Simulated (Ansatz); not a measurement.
**AgO2 (1T sheet): Hubbard U and Hund's J by constrained RPA**

Aim: U, U′ and J for the Ag d shell of AgO2 (1T sheet).

Method: non-magnetic PBE, then constrained RPA, plane waves, PAW, in Ansatz 0.2.0.

### Step 1. Set-up

The cell holds 3 atoms: 1 Ag and 2 O. Its edges and angles: a = 3.289 Å, b = 3.289 Å, c = 28.864 Å, α = 90.0°, β = 90.0°, γ = 120.0°. Vacuum lies along c.

The structure was relaxed with PBE. The structure was generated from a model, not taken from a measurement. The runs that relaxed it are not among those shown. The program's search for lower electronic states was switched off, so nothing shows that the state found is the lowest. The default PAW set here is soft_2. Its files were made with PBE. The Coulomb interaction is cut off across the vacuum.

### Step 2. PBE bands and orbital weights

This step: DFT, PBE, plane waves, PAW.

input.yaml reads:

```yaml
crystal:
  lattice:
    - [0.0, -2.32596127, 2.32596127]
    - [2.32596127, 0.0, -2.32596127]
    - [16.66437426, 16.66437426, 16.66437426]
  atoms:
    - { symbol: Ag, position: [0.0, 0.0, 0.3210238521] }
    - { symbol: O, position: [0.3333333333, 0.6666666667, 0.3521375503] }
    - { symbol: O, position: [0.6666666667, 0.3333333333, 0.2899101539] }
  periodic: [true, true, false]
kpoints:
  mp_grid: { grid: [12, 12, 1] }
  band_path:
    path:
      - [0.0, 0.0, 0.0]
      - [0.5, 0.0, 0.0]
      - [0.33333333, 0.33333333, 0.0]
      - [0.0, 0.0, 0.0]
    npoints: 10
hamiltonian:
  xc: pbe
scf:
  occupations: { method: gaussian, width: 0.08 }
  n_extra_bands: 19
  max_iter: 150
  lower_state_search: "off"
output:
  eigenvalues: true
  forces: true
  stress: true
  fatbands: true
  write_density: true
  write_potential: true
  elf: true
  volumetric_format: npy
```

The run is started by

```console
> ansatz run input.yaml --threads 8 --pin off --max-ram 14745MiB --backend cpu --events-out ev --progress --plain --runs-dir out
```

Numbers of over 12 decimals in the logs are rounded to 6 here.

Output:

```text
scf.n_extra_bands = 19 over 16 filled bands (N_el = 31.0): the run solves 35 bands
Engine: ansatz 0.2.0, aarch64-unknown-linux-gnu
Pseudopotentials: kind: paw
Pseudopotential: Ag, paw, valence charge 19, recommended cutoff 420 eV (normal), Ag.paw.azcp
Pseudopotential: O, paw, valence charge 6, recommended cutoff 420 eV (normal), O.paw.azcp
Functional definition: PBE
  parameter kappa = 0.804
  parameter beta = 0.066725
  exchange = pbe_x(kappa = kappa, mu = beta*pi^2/3)
  correlation = pbe_c(beta = beta)
Crystal: 3 atoms, lattice volume = 270.468 Å³
Basis set: ecut = 420 eV, 5413 PW (Γ), exchange–correlation on 48×48×400 points (8 copies of the dense FFT grid, shifted against one another)
Bands: 35, of which v1, the nominal top of the filled ones, is band 16 counted from 1 (15 counted from 0)
Symmetry: 12 space group operations
Space group: P-3m1 (ITA 164), of the structure as read, at distance tolerance 6.5e-5 Å
k-points: 19 of 144
Non-local potential: Ag, projectors of the file, l = 0: 3, l = 1: 2, l = 2: 2, l = 3: 1
Non-local potential: O, projectors of the file, l = 0: 2, l = 1: 2, l = 2: 1
PAW form: soft (Blöchl's): semilocal exchange-correlation on the pseudo side does not see the compensation charge
PAW one-centre angular grid: Ag, 590 points (default); XC on 64 Gauss nodes
PAW one-centre angular grid: O, 110 points (default); XC on 64 Gauss nodes
Initial density: superposition of atomic densities (neutral atoms: chi_scale 0, normalization atom), corrected by the library's trained network
Initial wavefunctions: pseudopotential atomic-orbital guess
Functional: x = pbe(κ = 0.804, μ = 0.219515), c = pbe(β = 0.066725)
SCF iter   1: F=—  HF=-8719.260523 eV  |F-HF|=—  |Δ(HF+E_count)|=         —  Δρ=1.73e-3  dr2=3.35e-3  ethr=1.77e-3  ⟨swp⟩=9.4  Hψ=4166  notcnv=0  defer=162
preconditioner: auto → LDOS  [metal: Δε(μ)=0.029 eV  Ē_g=17.379 eV  σ=0.080 eV  W_gap=0.19  n_scr=16 (ndim 8)  ℏωp=10.8 eV  f_vac=0.839  D(μ)=5.70/eV (n_scr^D=16)  β→1.0]
SCF iter   2: F=—  HF=-8719.262700 eV  |F-HF|=—  |Δ(HF+E_count)|=   2.18e-3  Δρ=6.02e-4  dr2=7.44e-4  ethr=1.08e-5  ⟨swp⟩=3.5  Hψ=1585  notcnv=0  defer=221
SCF iter   3: F=—  HF=-8719.262576 eV  |F-HF|=—  |Δ(HF+E_count)|=   1.24e-4  Δρ=2.10e-4  dr2=1.12e-4  ethr=2.40e-6  ⟨swp⟩=3.1  Hψ=936  notcnv=0  defer=221
SCF iter   4: F=—  HF=-8719.262576 eV  |F-HF|=—  |Δ(HF+E_count)|=   1.09e-7  Δρ=1.02e-4  dr2=3.44e-5  ethr=3.62e-7  ⟨swp⟩=3.1  Hψ=825  notcnv=0  defer=221
SCF iter   5: F=—  HF=-8719.262458 eV  |F-HF|=—  |Δ(HF+E_count)|=   1.18e-4  Δρ=6.71e-5  dr2=1.54e-5  ethr=1.11e-7  ⟨swp⟩=1.7  Hψ=747  notcnv=0  defer=221
SCF iter   6: F=—  HF=-8719.262460 eV  |F-HF|=—  |Δ(HF+E_count)|=   1.60e-6  Δρ=4.04e-5  dr2=4.64e-6  ethr=4.95e-8  ⟨swp⟩=1.9  Hψ=608  notcnv=0  defer=221
SCF iter   7: F=—  HF=-8719.262466 eV  |F-HF|=—  |Δ(HF+E_count)|=   6.19e-6  Δρ=1.82e-5  dr2=8.17e-7  ethr=1.50e-8  ⟨swp⟩=2.1  Hψ=600  notcnv=0  defer=221
SCF iter   8: F=-8719.262469 eV  HF=-8719.262468 eV  |F-HF|=1.96e-7  |Δ(HF+E_count)|=   2.55e-6  Δρ=2.19e-6  dr2=1.21e-8  ethr=3.23e-10  ⟨swp⟩=32.2  Hψ=9063  notcnv=0
SCF 1 converged in 8 iterations: F = -8719.262469 eV  dr2 = 1.21e-8
  greatest PAW one-centre occupation: 1.001 electrons in one spin orbital (limit 2), on the Ag atom at site 0 (counted from 0), in its partial waves of l = 0
NSCF: frozen V_eff on 31 k-points
WARN: The output density's exchange-correlation potential varies sharply where the density is thin. Do not read a vacuum level from v_tot or v_xc, or from such a field of the output density. On a cell that repeats whose density bears no net charge and no dipole along the vacuum's axis use v_es (v_loc + v_h of the components); under efield.dipole_correction with no amplitude use v_es + v_field, which holds any externa [...]
SCF converged after 8 iterations
Free energy (F): -8719.262469 eV
Harris-Foulkes:  -8719.262468 eV  (|F-HF|=1.96e-7)
Internal energy: -8719.244051 eV  (E = F + TS)
E sigma→0 (E₀):  -8719.253260 eV
Entropy (-TS):   -0.018417 eV (-6.139 meV/atom)
Fermi energy:    -7.053286 eV
--- Per-component energies (eV) ---
  E_band       = -884.157715
  E_kinetic    = 864.465720
  E_local      = -62479.867623  (includes V_loc(G=0)·N_el)
  E_nonlocal   = 175.175853
  E_hartree    = 30723.578149
  E_xc         = -329.040908
  E_vxc        = -418.647136  (∫ρ·V_xc dr)
  E_paw        = -4211.484631  (= ΣΔE_a)
  E_vpaw       = -472.443409  (= ΣTr[D̂ρ^β])
  E_aug_tail   = 0.004962  (compensation charges beyond the density's cutoff)
  E_ewald      = 26537.924427
  E_smearing   = -0.018417  (= −TS)
  E_closure    = -0.000000  (closes the sum)
  Σ components = -8719.262469   (vs F -8719.262469, Δ=0.00e0)
--- Forces (eV/Å), atoms counted from 1 ---
  atom   1  Ag    -0.00000000     0.00000000    -0.00000000
  atom   2  O      0.01553872     0.01553872     0.01553872
  atom   3  O     -0.01553872    -0.01553872    -0.01553872
  max |Σ_I F_I| component: 2.78e-17 eV/Å
--- 2D stress c σ (N/m, compression-positive) ---
        0.019936      -0.009968      -0.009968
       -0.009968       0.019936      -0.009968
       -0.009968      -0.009968       0.019936
  P = ½ c Tr σ = 0.0299 N/m
--- Band table (eV; the first three rows and the last of 19) ---
  k-point 0: bands = [... 12 lower, -8.9632, -8.7203, -8.4160, -6.0044, -6.0044, -2.1497, -0.6625 (-0.6627°), 0.0790 (-0.0054°?), ... 15 higher]
  k-point 1: bands = [... 12 lower, -8.9515, -8.6224, -8.3377, -6.1931, -6.0556, -1.9146, -0.5346 (-0.5348°), 0.2121 (0.1245°?), ... 15 higher]
  k-point 2: bands = [... 12 lower, -8.9775, -8.4007, -8.3645, -6.6653, -6.1647, -1.2810 (-1.2810°), -0.1731 (-0.1733°), 0.6099 (0.5131°?), ... 15 higher]
  k-point 18: bands = [... 12 lower, -9.5428, -9.1005, -9.1005, -6.8970, -6.8970, 2.9230, 3.5370, 4.3924 (4.3924°), ... 15 higher]
  ° read free of the cell's end (the report's vacuum.weakly_bound_levels)
  °? not known for the slab's own: over its row's bound_up_to_ev there, or no deeper under its free states than its continued_xc_part_ev in size
```

The job ended after 3.1 s (8 threads of Arm Neoverse V2, shared host; peak memory 0.79 GiB).

In the SCF lines HF is the Harris–Foulkes energy and dr2 the Hartree energy of the density residual, in eV; the loop may stop once dr2 is under the threshold and the program's other checks hold. Hψ counts applications of the Hamiltonian.

The electronic bands at the labelled points (eV, zero at the Fermi level):

| point | band 12 | band 13 | band 14 | band 15 | band 16 | band 17 | band 18 | band 19 |
| --- | --- | --- | --- | --- | --- | --- | --- | --- |
| Γ | -1.91 | -1.91 | -1.67 | -1.36 | 1.05 | 1.05 | 4.90 | 6.39 |
| halfway | -2.83 | -2.10 | -1.65 | -1.13 | -0.08 | 0.82 | 6.65 | 7.44 |
| M | -3.88 | -3.24 | -2.77 | -1.71 | 0.04 | 0.89 | 9.44 | 9.52 |
| halfway | -4.06 | -3.16 | -2.11 | -1.79 | 0.04 | 0.53 | 9.68 | 10.01 |
| K | -4.13 | -2.49 | -2.05 | -2.05 | 0.16 | 0.16 | 9.98 | 10.59 |
| halfway | -3.12 | -2.11 | -1.76 | -1.08 | -0.10 | 0.58 | 7.14 | 7.78 |
| Γ | -1.91 | -1.91 | -1.67 | -1.36 | 1.05 | 1.05 | 4.90 | 6.39 |

Of the projections kept (Ag 4d, O 2p), the largest for each band there; the rest of the weight can lie on other orbitals:

| point | band 12 | band 13 | band 14 | band 15 | band 16 | band 17 | band 18 | band 19 |
| --- | --- | --- | --- | --- | --- | --- | --- | --- |
| Γ | O 2p 0.99 | O 2p 0.99 | O 2p 0.98 | O 2p 0.60 | O 2p 0.66 | O 2p 0.66 | O 2p 0.05 | O 2p 0.01 |
| M | O 2p 0.96 | O 2p 0.98 | Ag 4d 0.54 | O 2p 0.99 | O 2p 0.75 | O 2p 0.70 | O 2p 0.15 | - |
| K | Ag 4d 0.87 | O 2p 0.98 | O 2p 0.64 | O 2p 0.64 | O 2p 0.72 | O 2p 0.72 | O 2p 0.15 | O 2p 0.01 |
| Γ | O 2p 0.99 | O 2p 0.99 | O 2p 0.98 | O 2p 0.60 | O 2p 0.66 | O 2p 0.66 | O 2p 0.05 | O 2p 0.01 |

Valence density in the ca plane at fractional y = 0.000, with atoms of Ag within 0.2 Å of it. It is the smooth field of the valence electrons, not physical close to the nuclei.

Values in e/Å³, 5 rows by 16 columns, each cell a mean:
```
 0  0  0  0  0  0  0  1  8  2  0  0  0  0  0  0
 0  0  0  0  0  0  0  0  1  0  0  0  0  0  0  0
 0  0  0  0  0  0  0  0  0  0  0  0  0  0  0  0
 0  0  0  0  0  0  0  0  2  0  0  0  0  0  0  0
 0  0  0  0  0  0  0  1 12  2  0  0  0  0  0  0
```
Columns run along c (16.0 Å, from fractional 0.03 to 0.58 of the cell), rows up along a (3.3 Å). Atoms in or near the plane, at fractional coordinates: Ag at (0.32, 0.00).

ELF in the ca plane at fractional y = 0.000, with atoms of Ag within 0.2 Å of it. It is the smooth field of the valence electrons, not physical close to the nuclei.

Ten even steps from '0' (0.00) to '9' (0.82), each cell a mean:
```
00000000000000000001257985310000000000000000
00000000000000000000124653110000000000000000
00000000000000000011222222221000000000000000
00000000000000000124542113443100000000000000
00000000000000000124552114553100000000000000
00000000000000000013331112332100000000000000
00000000000000000001123432110000000000000000
00000000000000000000136774210000000000000000
00000000000000000001258986310000000000000000
```
Columns run along c (16.0 Å, from fractional 0.03 to 0.58 of the cell), rows up along a (3.3 Å). Atoms in or near the plane, at fractional coordinates: Ag at (0.32, 0.00).

### Step 3. Constrained RPA: Ag d + anion p, bands v10 to c1, 6×6×1 mesh, medium accuracy

Constrained RPA screens the interaction with every transition except those inside the target bands, which a later many-body model would treat itself.

This step: constrained RPA on PBE, plane waves, PAW.

input.yaml, the sections that differ from step 2:

```yaml
kpoints:
  mp_grid: { grid: [12, 12, 1] }
output:
  crpa:
    kmesh: [6, 6, 1]
    target_bands: [v10, c1]
    projections: [{ species: Ag, l: d, shell: 4 }, { species: O, l: p, shell: 2 }]
  local_orbitals:
    kmesh: [12, 12, 1]
    orbitals: [{ species: Ag, l: d, shell: 4 }, { species: O, l: p, shell: 2 }]
    window: { bands: [v10, c1] }
    seedname: lo
# crystal, hamiltonian, scf: as in step 2
```

Output:

```text
[...]
Crystal: 3 atoms, lattice volume = 270.468 Å³
Basis set: ecut = 420 eV, 5413 PW (Γ)
Bands: 35, of which v1, the nominal top of the filled ones, is band 16 counted from 1 (15 counted from 0)
[... 1 set-up line as in the run before ...]
[...]
k-points: 19 of 144
[...]
SCF iter   1: F=—  HF=-8719.260459 eV  |F-HF|=—  |Δ(HF+E_count)|=         —  Δρ=1.73e-3  dr2=3.35e-3  ethr=1.77e-3  ⟨swp⟩=9.4  Hψ=4166  notcnv=0  defer=162
[...]
SCF iter   8: F=-8719.262523 eV  HF=-8719.262523 eV  |F-HF|=6.98e-8  |Δ(HF+E_count)|=   2.86e-6  Δρ=2.27e-6  dr2=1.34e-8  ethr=3.23e-10  ⟨swp⟩=22.9  Hψ=6628  notcnv=0
SCF 1 converged in 8 iterations: F = -8719.262523 eV  dr2 = 1.34e-8
[...]
NSCF: frozen V_eff on 22 k-points
[...]
cRPA screening: q 1/36
cRPA screening: q 2/36
cRPA screening: q 6/36 (q-point 3)
cRPA screening: q 10/36 (q-point 4)
cRPA screening: q 12/36 (q-point 8)
cRPA screening: q 14/36 (q-point 9)
cRPA screening: q 18/36 (q-point 10)
cRPA screening: q 22/36 (q-point 11)
cRPA screening: q 26/36 (q-point 12)
cRPA screening: q 28/36 (q-point 15)
cRPA screening: q 30/36 (q-point 16)
cRPA screening: q 34/36 (q-point 17)
cRPA screening: q 36/36 (q-point 22)
SCF converged after 8 iterations
Free energy (F): -8719.262523 eV
[...]
Internal energy: -8719.244106 eV  (E = F + TS)
E sigma→0 (E₀):  -8719.253314 eV
Entropy (-TS):   -0.018418 eV (-6.139 meV/atom)
Fermi energy:    -7.053206 eV
[...]
--- Band table (eV; the first three rows and the last of 19) ---
  k-point 0: bands = [... 12 lower, -8.9631, -8.7203, -8.4160, -6.0044, -6.0044, -2.1490, -0.6622, 0.0498, ... 15 higher]
  k-point 1: bands = [... 12 lower, -8.9514, -8.6223, -8.3377, -6.1930, -6.0556, -1.9139, -0.5342, 0.1826, ... 15 higher]
  k-point 2: bands = [... 12 lower, -8.9774, -8.4006, -8.3645, -6.6653, -6.1646, -1.2802, -0.1726, 0.5798, ... 15 higher]
  k-point 18: bands = [... 12 lower, -9.5427, -9.1005, -9.1005, -6.8969, -6.8969, 2.9232, 3.5379, 4.3931, ... 15 higher]
  the weakly bound empty levels are not read free of the cell's end (no_gap_told)
--- cRPA (band scheme, projected local orbitals): target bands 7..17 (1-based), 11 Wannier function(s), 6×6×1 mesh, 34 bands' worth read of 39 solved, ecut_chi 136.0 eV, v(q+G=0) probe_charge, pair densities all_electron ---
  bands read: the sum over 34 bands ends inside a degenerate multiplet in 2 slots, whose members it reads at an even weight; the widest, k=14: bands 34 to 35 (counted from 1) at 1/2 each
  χ-basis size per q: N_G = 961..999
  window electrons = 19.0000, filled by tetrahedron_uncorrected; constrained ε̄⁻¹(q = 0, 0) head = 0.893461; min gauge Gram eig = 0.8051
  Kanamori averages over each shell's own Wannier functions (sites counted from 0, functions from 1):
  Each shell's averages of U are screened by what lies outside the whole window alone: parameters of one model of all the shells.
    Site 0, 4D, 5 of 5 d orbitals (Wannier functions 1, 2, 3, 4, 5; wannier90's mr 1, 2, 3, 4, 5):
      screened: U = 11.0252 eV, U' = 9.8071 eV, J = 0.6097 eV
      screened, to within: U = 2.5e-2 eV, U' = 2.5e-2 eV, J = 9.6e-4 eV
      bare: V = 19.8164 eV, V' = 18.2715 eV, J = 0.7706 eV
    Site 1, 2P, 3 of 3 p orbitals (Wannier functions 6, 7, 8; wannier90's mr 1, 2, 3):
      screened: U = 10.5246 eV, U' = 8.9925 eV, J = 0.7709 eV
      screened, to within: U = 2.3e-2 eV, U' = 2.3e-2 eV, J = 1.3e-3 eV
      bare: V = 19.7981 eV, V' = 17.8718 eV, J = 0.9684 eV
    Site 2, 2P, 3 of 3 p orbitals (Wannier functions 9, 10, 11; wannier90's mr 1, 2, 3):
      screened: U = 10.5246 eV, U' = 8.9925 eV, J = 0.7709 eV
      screened, to within: U = 2.3e-2 eV, U' = 2.3e-2 eV, J = 1.3e-3 eV
      bare: V = 19.7981 eV, V' = 17.8718 eV, J = 0.9684 eV
  Hermiticity witness max|P − P†| over intra, direct and exchange elements: 7.11e-15 eV (screened), 8.88e-16 eV (bare)
  Reality witness max|Im| over intra, direct and exchange elements: 6.59e-12 eV (screened), 1.54e-11 eV (bare)
```

Wall time 3.9 min (8 threads); peak memory 2.6 GiB.

This step gave:

* U: 11.03 eV
* U prime (inter-orbital): 9.807 eV
* J: 0.6097 eV
* bare V: 19.82 eV
* bare J: 0.7706 eV
* stated bound on U: 0.02452 eV
* U over bare V: 0.5564
* electrons in the window: 19.00
* head of the constrained inverse dielectric matrix: 0.8935
* least eigenvalue of the projection's overlap: 0.8051
* target functions: 11
* bands in the sums: 34
* r.m.s. miss of the model bands: 2.97e-5 eV
* width of the target bands: 8.115 eV
* weight of the projected orbitals in the window: 0.9683

On the Ag d shell, screening brings the on-site interaction from 19.8 eV down to U = 11.03 eV.

Kanamori averages over each shell's functions. Crpa shells, by row:

| site | element | shell | orbitals | U (eV) | U' (eV) | J (eV) | bare V (eV) | bare V' (eV) | bare J (eV) | bound on U (eV) |
| --- | --- | --- | --- | --- | --- | --- | --- | --- | --- | --- |
| 1 | Ag | 4D | 5 | 11.03 | 9.807 | 0.6097 | 19.82 | 18.27 | 0.7706 | 0.02452 |
| 2 | O | 2P | 3 | 10.52 | 8.992 | 0.7709 | 19.8 | 17.87 | 0.9684 | 0.0225 |
| 3 | O | 2P | 3 | 10.52 | 8.992 | 0.7709 | 19.8 | 17.87 | 0.9684 | 0.0225 |

Projected local orbitals of the target window. Electronic bands along the path, in eV, zero at the Fermi level; # counts the bands kept:

| point | #6 | #7 | #8 | #9 | #10 | #11 |
| --- | --- | --- | --- | --- | --- | --- |
| Γ | -1.91 | -1.91 | -1.67 | -1.36 | 1.05 | 1.05 |
| halfway | -2.83 | -2.10 | -1.65 | -1.13 | -0.08 | 0.82 |
| M | -3.88 | -3.24 | -2.77 | -1.71 | 0.04 | 0.89 |
| halfway | -4.06 | -3.16 | -2.11 | -1.79 | 0.04 | 0.53 |
| K | -4.13 | -2.49 | -2.05 | -2.05 | 0.16 | 0.16 |
| halfway | -3.12 | -2.11 | -1.76 | -1.08 | -0.10 | 0.58 |
| Γ | -1.91 | -1.91 | -1.67 | -1.36 | 1.05 | 1.05 |

The same for Kohn-Sham, solved directly:

| point | #6 | #7 | #8 | #9 | #10 | #11 |
| --- | --- | --- | --- | --- | --- | --- |
| Γ | -1.91 | -1.91 | -1.67 | -1.36 | 1.05 | 1.05 |
| M | -3.88 | -3.24 | -2.77 | -1.71 | 0.04 | 0.89 |
| K | -4.13 | -2.49 | -2.05 | -2.05 | 0.16 | 0.16 |
| Γ | -1.91 | -1.91 | -1.67 | -1.36 | 1.05 | 1.05 |

Onsite levels, by row:

| orbital | level less Fermi level (eV) |
| --- | --- |
| Ag1 dz2 | -3.817 |
| Ag1 dxz | -4.378 |
| Ag1 dyz | -4.378 |
| Ag1 dx2-y2 | -3.817 |
| Ag1 dxy | -4.378 |
| O2 pz | -2.493 |
| O2 px | -2.493 |
| O2 py | -2.493 |
| O3 pz | -2.493 |
| O3 px | -2.493 |
| O3 py | -2.493 |

Largest distinct elements between sites. Hoppings, by row:

| from | to | cell | distance (Å) | t (eV) |
| --- | --- | --- | --- | --- |
| O2 pz | Ag1 dz2 | 0 1 0 | 2.101 | 1.522 |
| O3 px | Ag1 dx2-y2 | 1 1 0 | 2.101 | -1.318 |
| Ag1 dz2 | O2 py | -1 -1 0 | 2.101 | -0.7608 |
| O3 pz | Ag1 dyz | 0 0 0 | 2.101 | 0.6028 |
| O2 px | O3 pz | -1 0 0 | 2.614 | 0.5913 |
| Ag1 dz2 | O2 px | 0 -1 0 | 2.101 | -0.3729 |
| Ag1 dxz | O3 pz | -1 0 0 | 2.101 | 0.3701 |
| Ag1 dx2-y2 | O3 px | 0 0 0 | 2.101 | -0.3361 |
| Ag1 dx2-y2 | O2 pz | 0 0 0 | 2.101 | -0.3098 |
| O3 py | O3 pz | -1 0 0 | 3.289 | -0.2752 |
| O2 pz | Ag1 dz2 | 0 0 0 | 2.101 | 0.2092 |
| O2 px | O3 px | -1 0 0 | 2.614 | 0.1961 |

### Step 4. What came out

```json
{"Ag d + anion p": "U 11.03 eV, U′ 9.81 eV, J 0.61 eV, bare V 19.8 eV", "method": "constrained RPA on non-magnetic PBE, 6×6×1 mesh, static; search for lower states off"}
```

In words: For Ag d + anion p, screening cuts the on-site interaction from 19.82 eV to 11.03 eV (56 %), while J goes only from 0.77 eV to 0.61 eV: the monopole is screened far more than the multipoles. U − 2J differs from U′ by −0.001 eV, so the Kanamori relation holds well. The parent state is non-magnetic and the interaction static (zero frequency); U depends on the window and the orbitals, so it belongs to this model alone. The bands cross the Fermi level under this constraint, which need not be the crystal's state: magnetic order, correlation or a lattice distortion may open a gap. A window that holds the anion p bands defines a model with explicit ligands; its U belongs to that model and is not the U of DFT+U.

[Paths, hosts, dates, memory and timing lines, banners, echoed tables and standing remarks are left out of the program output.]

[Logs are printed without paths, hosts, clocks, repeated set-up lines and the standing remarks that a program may print on its own settings, such as how far it seeks lower states.]

[Runs of the session that timed out or met a known fault of the program may be left out.]

[Hosts, paths, dates, database ids (printed as entryN), source tags and the programs' standing remarks are cut or masked in the printed files.]
